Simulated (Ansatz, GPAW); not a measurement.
**How RbZnCl3 (model structure) absorbs and reflects light**

Aim: the dielectric function of RbZnCl3 (model structure), and the optical constants that follow from it. The cell was made here by substitution or stacking, whether or not such a phase is known. It was built so: All Cd replaced by Zn and Cs replaced by Rb in the Pm-3m structure of CsCdCl3. The cell is first relaxed with Ansatz.

Method: DFT, PBE, plane-wave PAW (GPAW data sets), scalar-relativistic, RPA, optical limit, in GPAW 26.7.0.

### Step 1. Set-up

Symmetry: Pm-3m, No. 221, cubic system. Conventional cell: a = 4.890 Å, b = 4.890 Å, c = 4.890 Å, α = 90.00°, β = 90.00°, γ = 90.00°. Nearest to Rb lie 12 Cl at 3.46 Å. Nearest to Zn lie 6 Cl at 2.44 Å. Cl has 2 Zn at 2.44 Å and 4 Rb at 3.46 Å nearest. All Cd replaced by Zn and Cs replaced by Rb in the Pm-3m structure of CsCdCl3. Farther neighbours and most contacts between anions are not listed.

Coordinates:

```cif
data_structure
_symmetry_space_group_name_H-M 'Pm-3m'
_symmetry_Int_Tables_number 221
_cell_length_a 4.8898
_cell_length_b 4.8898
_cell_length_c 4.8898
_cell_angle_alpha 90.000
_cell_angle_beta 90.000
_cell_angle_gamma 90.000
_cell_volume 116.92
loop_
_atom_site_label
_atom_site_type_symbol
_atom_site_symmetry_multiplicity
_atom_site_Wyckoff_symbol
_atom_site_fract_x
_atom_site_fract_y
_atom_site_fract_z
_atom_site_occupancy
Rb1 Rb 1 a 0.00000 0.00000 0.00000 1
Zn1 Zn 1 b 0.50000 0.50000 0.50000 1
Cl1 Cl 3 c 0.50000 0.50000 0.00000 1
```

### Step 2. Relaxation

Spectra hang on bond lengths, so the cell is first brought to its minimum.

This step: DFT, PBE, plane-wave PAW, default files, scalar-relativistic, relaxation (Ansatz 0.2.0).

input.yaml

```yaml
crystal:
  lattice:
    - [4.88979827, 0.0, 0.0]
    - [0.0, 4.88979827, 0.0]
    - [0.0, 0.0, 4.88979827]
  atoms:
    - { symbol: Rb, position: [0.0, 0.0, 0.0] }
    - { symbol: Zn, position: [0.5, 0.5, 0.5] }
    - { symbol: Cl, position: [0.5, 0.5, 0.0] }
    - { symbol: Cl, position: [0.5, 0.0, 0.5] }
    - { symbol: Cl, position: [0.0, 0.5, 0.5] }
kpoints:
  mp_grid: { grid: [5, 5, 5] }
scf:
  occupations: { method: fermi_dirac, width: 0.05 }
hamiltonian:
  xc: pbe
output:
  forces: true
  stress: true
relax:
  f_tol: 0.02
  max_steps: 50
  cell: {}
```

Run with:

```console
ansatz run input.yaml --threads 1 --pin off --max-ram 4096MiB --backend cpu --events-out ev --progress --plain --runs-dir out
```

Numbers of over 12 decimals in the logs are rounded to 6 here.

Output:

```text
Engine: ansatz 0.2.0, aarch64-unknown-linux-gnu
Pseudopotentials: kind: paw
Pseudopotential: Rb, paw, valence charge 9, recommended cutoff 420 eV (normal), Rb.paw.azcp
Pseudopotential: Zn, paw, valence charge 12, recommended cutoff 420 eV (normal), Zn.paw.azcp
Pseudopotential: Cl, paw, valence charge 7, recommended cutoff 420 eV (normal), Cl.paw.azcp
Functional definition: PBE
  parameter kappa = 0.804
  parameter beta = 0.066725
  exchange = pbe_x(kappa = kappa, mu = beta*pi^2/3)
  correlation = pbe_c(beta = beta)
Crystal: 5 atoms, lattice volume = 116.916 Å³
Basis set: ecut = 420 eV, 2301 PW (Γ), exchange–correlation on 72×72×72 points (8 copies of the dense FFT grid, shifted against one another)
Bands: 26, of which v1, the nominal top of the filled ones, is band 21 counted from 1 (20 counted from 0)
Symmetry: 48 space group operations
Space group: Pm-3m (ITA 221), of the structure as read, at distance tolerance 4.9e-5 Å
k-points: 10 of 125
Non-local potential: Rb, projectors of the file, l = 0: 3, l = 1: 2, l = 2: 2
Non-local potential: Zn, projectors of the file, l = 0: 2, l = 1: 2, l = 2: 3, l = 3: 1
Non-local potential: Cl, projectors of the file, l = 0: 2, l = 1: 2, l = 2: 2
PAW form: soft (Blöchl's): semilocal exchange-correlation on the pseudo side does not see the compensation charge
PAW one-centre angular grid: Rb, 110 points (default); XC on 64 Gauss nodes
PAW one-centre angular grid: Zn, 590 points (default); XC on 64 Gauss nodes
PAW one-centre angular grid: Cl, 110 points (default); XC on 64 Gauss nodes
Initial density: superposition of atomic densities (neutral atoms: chi_scale 0, normalization atom), corrected by the library's trained network
Initial wavefunctions: pseudopotential atomic-orbital guess
Functional: x = pbe(κ = 0.804, μ = 0.219515), c = pbe(β = 0.066725)
SCF iter   1: F=—  HF=-9831.917233 eV  |F-HF|=—  |Δ(HF+E_count)|=         —  Δρ=4.41e-4  dr2=1.19e-4  ethr=1.77e-3  ⟨swp⟩=8.7  Hψ=1397  notcnv=0
preconditioner: auto → Resta (q_TF=auto, 2.300 Å⁻¹)  ε∞=3.9  [insulator: Δε(μ)=1.702 eV  Ē_g=12.653 eV  σ=0.050 eV  W_gap=1.00  n_scr=26 (ndim 8)  ℏωp=21.7 eV  f_vac=0.024  D(μ)=0.00/eV (n_scr^D=0)  ε∞_Penn≈3.9]
SCF iter   2: F=—  HF=-9831.917356 eV  |F-HF|=—  |Δ(HF+E_count)|=   1.23e-4  Δρ=2.42e-4  dr2=6.43e-5  ethr=2.83e-7  ⟨swp⟩=3.1  Hψ=654  notcnv=0
SCF iter   3: F=—  HF=-9831.917295 eV  |F-HF|=—  |Δ(HF+E_count)|=   6.17e-5  Δρ=7.84e-5  dr2=5.35e-6  ethr=1.53e-7  ⟨swp⟩=2.0  Hψ=436  notcnv=0
SCF iter   4: F=—  HF=-9831.917295 eV  |F-HF|=—  |Δ(HF+E_count)|=   5.66e-7  Δρ=2.37e-5  dr2=5.08e-7  ethr=1.27e-8  ⟨swp⟩=2.3  Hψ=396  notcnv=0
iter 5 did not close the SCF: its close was put off for the readings that it lacked (scf_convergence_deferred on its scf_iter line)
SCF iter   5: F=-9831.917295 eV  HF=-9831.917295 eV  |F-HF|=7.67e-8  |Δ(HF+E_count)|=   7.61e-9  Δρ=8.76e-6  dr2=9.74e-8  ethr=1.21e-9  ⟨swp⟩=2.1  Hψ=362  notcnv=0
SCF iter   6: F=-9831.917295 eV  HF=-9831.917295 eV  |F-HF|=6.83e-8  |Δ(HF+E_count)|=   4.77e-9  Δρ=8.43e-6  dr2=4.21e-8  ethr=2.32e-10  ⟨swp⟩=2.9  Hψ=975  notcnv=0
SCF 1 converged in 6 iterations: F = -9831.917295 eV  dr2 = 4.21e-8
  greatest PAW one-centre occupation: 0.988 electrons in one spin orbital (limit 2), on the Zn atom at site 1 (counted from 0), in its partial waves of l = 2
relax step   1: F+E_penalty+E_count = -9831.91729502 eV  Δ(F+E_penalty+E_count) = +0.000e0 eV  max|allowed force component| = 6.679e-30 eV/Å  Δτ_max = 0.0000 Å  P = +2.976 GPa  Ω = 116.916 Å³  (6 SCF iters, dr2 threshold 1.00e-7 eV, accepted)
Crystal: 5 atoms, lattice volume = 122.216 Å³
Basis set: ecut = 420 eV, 2373 PW (Γ), exchange–correlation on 72×72×72 points (8 copies of the dense FFT grid, shifted against one another)
Initial density: handed on by an earlier stage of this run
Initial wavefunctions: those handed on with the density
iter 1 solved again at ethr=1.06e-5 eV; its pass at ethr=3.10e-3 eV (dr2=4.47e-3 eV) is discarded
SCF iter   1: F=—  HF=-9831.983062 eV  |F-HF|=—  |Δ(HF+E_count)|=         —  Δρ=1.51e-3  dr2=4.23e-3  ethr=1.06e-5  ⟨swp⟩=1.1  Hψ=1427  notcnv=0
preconditioner: auto → Resta (q_TF=auto, 2.283 Å⁻¹)  ε∞=3.9  [insulator: Δε(μ)=1.592 eV  Ē_g=12.465 eV  σ=0.050 eV  W_gap=1.00  n_scr=26 (ndim 8)  ℏωp=21.2 eV  f_vac=0.027  D(μ)=0.00/eV (n_scr^D=0)  ε∞_Penn≈3.9]
SCF iter   2: F=—  HF=-9831.981705 eV  |F-HF|=—  |Δ(HF+E_count)|=   1.36e-3  Δρ=7.46e-4  dr2=1.01e-3  ethr=1.01e-5  ⟨swp⟩=2.1  Hψ=348  notcnv=0
SCF iter   3: F=—  HF=-9831.981375 eV  |F-HF|=—  |Δ(HF+E_count)|=   3.30e-4  Δρ=4.21e-4  dr2=4.19e-4  ethr=2.40e-6  ⟨swp⟩=2.0  Hψ=342  notcnv=0
SCF iter   4: F=—  HF=-9831.981222 eV  |F-HF|=—  |Δ(HF+E_count)|=   1.54e-4  Δρ=1.85e-4  dr2=4.13e-5  ethr=9.99e-7  ⟨swp⟩=2.0  Hψ=388  notcnv=0
SCF iter   5: F=—  HF=-9831.981221 eV  |F-HF|=—  |Δ(HF+E_count)|=   6.23e-7  Δρ=2.90e-5  dr2=1.03e-6  ethr=9.83e-8  ⟨swp⟩=2.3  Hψ=430  notcnv=0
SCF iter   6: F=-9831.981222 eV  HF=-9831.981222 eV  |F-HF|=5.81e-8  |Δ(HF+E_count)|=   6.72e-7  Δρ=9.34e-6  dr2=5.97e-8  ethr=1.19e-9  ⟨swp⟩=4.8  Hψ=977  notcnv=0
SCF 2 converged in 6 iterations: F = -9831.981222 eV  dr2 = 5.97e-8
relax step   2: F+E_penalty+E_count = -9831.98122166 eV  Δ(F+E_penalty+E_count) = -6.393e-2 eV  max|allowed force component| = 1.792e-29 eV/Å  Δτ_max = 0.0000 Å  P = +1.020 GPa  Ω = 122.216 Å³  energy of the carried Pulay correction = -8.706e-4 eV  (6 SCF iters, dr2 threshold 5.00e-7 eV, accepted)
Crystal: 5 atoms, lattice volume = 125.176 Å³
Basis set: ecut = 420 eV, 2469 PW (Γ), exchange–correlation on 72×72×72 points (8 copies of the dense FFT grid, shifted against one another)
iter 1 solved again at ethr=3.06e-6 eV; its pass at ethr=3.10e-3 eV (dr2=1.29e-3 eV) is discarded
SCF iter   1: F=—  HF=-9831.991695 eV  |F-HF|=—  |Δ(HF+E_count)|=         —  Δρ=8.33e-4  dr2=1.32e-3  ethr=3.06e-6  ⟨swp⟩=1.5  Hψ=1450  notcnv=0
preconditioner: auto → Resta (q_TF=auto, 2.274 Å⁻¹)  ε∞=3.9  [insulator: Δε(μ)=1.498 eV  Ē_g=12.386 eV  σ=0.050 eV  W_gap=1.00  n_scr=26 (ndim 8)  ℏωp=21.0 eV  f_vac=0.027  D(μ)=0.00/eV (n_scr^D=0)  ε∞_Penn≈3.9]
SCF iter   2: F=—  HF=-9831.991268 eV  |F-HF|=—  |Δ(HF+E_count)|=   4.27e-4  Δρ=3.98e-4  dr2=3.03e-4  ethr=3.06e-6  ⟨swp⟩=2.2  Hψ=365  notcnv=0
SCF iter   3: F=—  HF=-9831.991127 eV  |F-HF|=—  |Δ(HF+E_count)|=   1.42e-4  Δρ=2.31e-4  dr2=1.34e-4  ethr=7.22e-7  ⟨swp⟩=2.2  Hψ=362  notcnv=0
SCF iter   4: F=—  HF=-9831.991086 eV  |F-HF|=—  |Δ(HF+E_count)|=   4.08e-5  Δρ=9.70e-5  dr2=1.24e-5  ethr=3.19e-7  ⟨swp⟩=2.1  Hψ=388  notcnv=0
SCF iter   5: F=-9831.991086 eV  HF=-9831.991086 eV  |F-HF|=1.24e-7  |Δ(HF+E_count)|=   2.05e-7  Δρ=1.51e-5  dr2=3.16e-7  ethr=1.19e-9  ⟨swp⟩=4.0  Hψ=1296  notcnv=0
SCF 3 converged in 5 iterations: F = -9831.991086 eV  dr2 = 3.16e-7
relax step   3: F+E_penalty+E_count = -9831.99108577 eV  Δ(F+E_penalty+E_count) = -9.864e-3 eV  max|allowed force component| = 4.825e-30 eV/Å  Δτ_max = 0.0000 Å  P = +0.118 GPa  Ω = 125.176 Å³  energy of the carried Pulay correction = -1.340e-3 eV  (5 SCF iters, dr2 threshold 5.00e-7 eV, accepted)
[...]
relax step   4: F+E_penalty+E_count = -9831.99117853 eV  Δ(F+E_penalty+E_count) = -9.276e-5 eV  max|allowed force component| = 4.944e-30 eV/Å  Δτ_max = 0.0000 Å  P = +0.006 GPa  Ω = 125.575 Å³  energy of the carried Pulay correction = -1.403e-3 eV  (5 SCF iters, dr2 threshold 3.50e-8 eV, accepted)
Initial wavefunctions: pseudopotential atomic-orbital guess (no wavefunctions were taken with the density)
iter 1 solved again at ethr=1.84e-7 eV; its pass at ethr=3.10e-3 eV (dr2=7.74e-5 eV) is discarded
SCF iter   1: F=—  HF=-9831.988786 eV  |F-HF|=—  |Δ(HF+E_count)|=         —  Δρ=3.30e-4  dr2=4.62e-6  ethr=1.84e-7  ⟨swp⟩=4.0  Hψ=2090  notcnv=0
preconditioner: auto → Resta (q_TF=auto, 2.273 Å⁻¹)  ε∞=3.9  [insulator: Δε(μ)=1.471 eV  Ē_g=12.385 eV  σ=0.050 eV  W_gap=1.00  n_scr=26 (ndim 8)  ℏωp=21.0 eV  f_vac=0.027  D(μ)=0.00/eV (n_scr^D=0)  ε∞_Penn≈3.9]
SCF iter   2: F=—  HF=-9831.991623 eV  |F-HF|=—  |Δ(HF+E_count)|=   2.84e-3  Δρ=1.91e-4  dr2=7.02e-6  ethr=1.10e-8  ⟨swp⟩=2.0  Hψ=456  notcnv=0
SCF iter   3: F=—  HF=-9831.992402 eV  |F-HF|=—  |Δ(HF+E_count)|=   7.79e-4  Δρ=7.19e-5  dr2=2.97e-7  ethr=1.10e-8  ⟨swp⟩=2.0  Hψ=362  notcnv=0
SCF iter   4: F=—  HF=-9831.992581 eV  |F-HF|=—  |Δ(HF+E_count)|=   1.79e-4  Δρ=3.71e-6  dr2=8.48e-9  ethr=7.08e-10  ⟨swp⟩=2.0  Hψ=453  notcnv=0
SCF iter   5: F=—  HF=-9831.992581 eV  |F-HF|=—  |Δ(HF+E_count)|=   7.41e-8  Δρ=1.71e-6  dr2=9.94e-10  ethr=2.02e-11  ⟨swp⟩=2.0  Hψ=445  notcnv=0
SCF iter   6: F=—  HF=-9831.992581 eV  |F-HF|=—  |Δ(HF+E_count)|=   2.96e-8  Δρ=7.88e-7  dr2=3.17e-10  ethr=2.37e-12  ⟨swp⟩=2.0  Hψ=417  notcnv=0
SCF iter   7: F=-9831.992581 eV  HF=-9831.992581 eV  |F-HF|=6.00e-11  |Δ(HF+E_count)|=   1.74e-8  Δρ=1.07e-7  dr2=2.99e-11  ethr=1.00e-12  ⟨swp⟩=3.0  Hψ=1157  notcnv=0
SCF 5 converged in 7 iterations: F = -9831.992581 eV  dr2 = 2.99e-11
relax step   5: F+E_penalty+E_count = -9831.99258103 eV  Δ(F+E_penalty+E_count) = -1.403e-3 eV  max|allowed force component| = 5.811e-30 eV/Å  Δτ_max = 0.0000 Å  P = +0.005 GPa  Ω = 125.575 Å³  stress off target by 5.40e-3 GPa  SCF on the basis re-selected at this cell (its energy is not comparable with the rows above)  (7 SCF iters)
basis re-selected at this cell: Δ(F+E_penalty+E_count) = -1.403e-3 eV, ΔP = -0.001 GPa vs the last step (what re-selecting the basis moved, of the pressure what is left beyond the Pulay correction that the steps carried, after the strain that the cell walked since its last selection, with what the two solves' SCF thresholds leave and, on support functions, any second-order correction that the steps lacked; it is no m [...]
SCF converged after 7 iterations
Free energy (F): -9831.992581 eV
Harris-Foulkes:  -9831.992581 eV  (|F-HF|=6.00e-11)
Internal energy: -9831.992581 eV  (E = F + TS)
E sigma→0 (E₀):  -9831.992581 eV
Entropy (-TS):   -0.000000 eV (-0.000 meV/atom)
Fermi energy:    3.661943 eV
--- Per-component energies (eV) ---
  E_band       = -132.737399
  E_kinetic    = 806.833016
  E_local      = -3371.155289  (includes V_loc(G=0)·N_el)
  E_nonlocal   = 878.109059
  E_hartree    = 1270.790819
  E_xc         = -588.188618
  E_vxc        = -553.803731  (∫ρ·V_xc dr)
  E_paw        = -6429.476240  (= ΣΔE_a)
  E_vpaw       = -434.302126  (= ΣTr[D̂ρ^β])
  E_aug_tail   = -0.000108  (compensation charges beyond the density's cutoff)
  E_ewald      = -2398.905220
  E_smearing   = -0.000000  (= −TS)
  E_closure    = 0.000000  (closes the sum)
  Σ components = -9831.992581   (vs F -9831.992581, Δ=0.00e0)
--- Forces (eV/Å), atoms counted from 1 ---
  atom   1  Rb    -0.00000000    -0.00000000     0.00000000
  atom   2  Zn     0.00000000     0.00000000     0.00000000
  atom   3  Cl    -0.00000000    -0.00000000    -0.00000000
  atom   4  Cl    -0.00000000     0.00000000     0.00000000
  atom   5  Cl    -0.00000000     0.00000000    -0.00000000
  max |Σ_I F_I| component: 3.81e-30 eV/Å
--- Stress (GPa, compression-positive) ---
        0.005403       0.000000      -0.000000
        0.000000       0.005403       0.000000
       -0.000000       0.000000       0.005403
  P = ⅓ Tr σ = 0.0054 GPa (0.054 kbar)
--- Relaxed structure (4 steps of the walk, 4 accepted, 1 SCFs on fresh bases) ---
  F+E_penalty+E_count = -9831.99258103 eV   max|allowed force component| = 5.811e-30 eV/Å   (the final SCF, on the basis selected at the relaxed cell)
  cell:  # Å, volume = 125.5748 Å³
    - [5.007653, 0, 0]
    - [0, 5.007653, 0]
    - [0, 0.0, 5.007653]
  atoms:
    - { symbol: Rb, position: [0, 0, 0] }
    - { symbol: Zn, position: [0.5, 0.5, 0.5] }
    - { symbol: Cl, position: [0.5, 0.5, 0] }
    - { symbol: Cl, position: [0.5, 0, 0.5] }
    - { symbol: Cl, position: [0, 0.5, 0.5] }
```

It took 8.6 s on 1 thread of Arm Neoverse V2, shared host; peak memory 0.37 GiB.

Step by step:

```
step  energy less that of the first step (eV)  largest force component (eV/Å)  pressure (GPa)  volume (Å³)
   1                                   0.0000                          0.0000            2.98       116.92
   2                                  -0.0639                          0.0000            1.02       122.22
   3                                  -0.0738                          0.0000            0.12       125.18
   4                                  -0.0739                          0.0000            0.01       125.57
  5*                                  -0.0753                          0.0000            0.01       125.57
```

Relaxation steps marked * repeat the geometry before them on a plane-wave basis chosen anew for their cell, so energy and pressure can jump there.

The run keeps the 48 symmetry operations that it works with, so distortions that break them were not tested.

```
conventional cell, symmetrised  before  after  change
                         a (Å)   4.890  5.008  +2.4 %
                         b (Å)   4.890  5.008  +2.4 %
                         c (Å)   4.890  5.008  +2.4 %
              volume (Å³/atom)   23.38  25.11  +7.4 %
```

The relaxed structure:

```xyz
5
Lattice="5.0077 0.0000 0.0000 0.0000 5.0077 0.0000 0.0000 0.0000 5.0077" Properties=species:S:1:pos:R:3 pbc="T T T"
Rb    0.0000    0.0000    0.0000
Zn    2.5038    2.5038    2.5038
Cl    2.5038    2.5038    0.0000
Cl    2.5038    0.0000    2.5038
Cl    0.0000    2.5038    2.5038
```

The relaxation ends with a pressure of 0.01 GPa.

(Continued in part 2 of 3.)

[Machine, clock and banner lines and Python warnings are left out of the logs.]

[Logs are printed without paths, hosts, clocks, repeated set-up lines and the standing remarks that a program may print on its own settings, such as how far it seeks lower states.]

[Hosts, paths, dates, database ids (printed as entryN), source tags and the programs' standing remarks are cut or masked in the printed files.]
